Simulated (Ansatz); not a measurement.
Rows from a G0W0 calculation on InP (F-43m) (Ansatz 0.2.0; G0W0 on PBE, plane waves, PAW; PAW set soft_1; 4×4×4 mesh, 150 empty bands, screening to 120 eV, PAW set soft_1 files), in eV. Spin-orbit coupling is left out.

```
row  k  band   start       Σx  Σc at the solution      Vxc
  A  Γ    c1   7.703   -9.981              -4.002  -14.072
  B  Γ    c2  11.082   -7.039              -4.419  -11.553
  C  Γ    v1   7.024  -16.901               1.422  -15.068
```

**Question.** Give the quasiparticle energies and the shift of each level.

The quasiparticle equation reads E = start + Σx + Σc(E) − Vxc.

```
row  E (eV)  shift (eV)
  A   7.792      +0.089
  B  11.177      +0.095
  C   6.614      −0.410
```

Limits: not at the basis limit; mesh may overstate the screening; no spin-orbit coupling; coarse k mesh.

[Paths, hosts, dates, memory and timing lines, banners, echoed tables and standing remarks are left out of the program output.]

[Logs are printed without paths, hosts, clocks, repeated set-up lines and the standing remarks that a program may print on its own settings, such as how far it seeks lower states.]

[Runs of the session that timed out or met a known fault of the program may be left out.]

[Cells called generated may have been cut or substituted from an entry of the Crystallography Open Database or the Materials Project.]

[Hosts, paths, dates, database ids (printed as entryN), source tags and the programs' standing remarks are cut or masked in the printed files.]
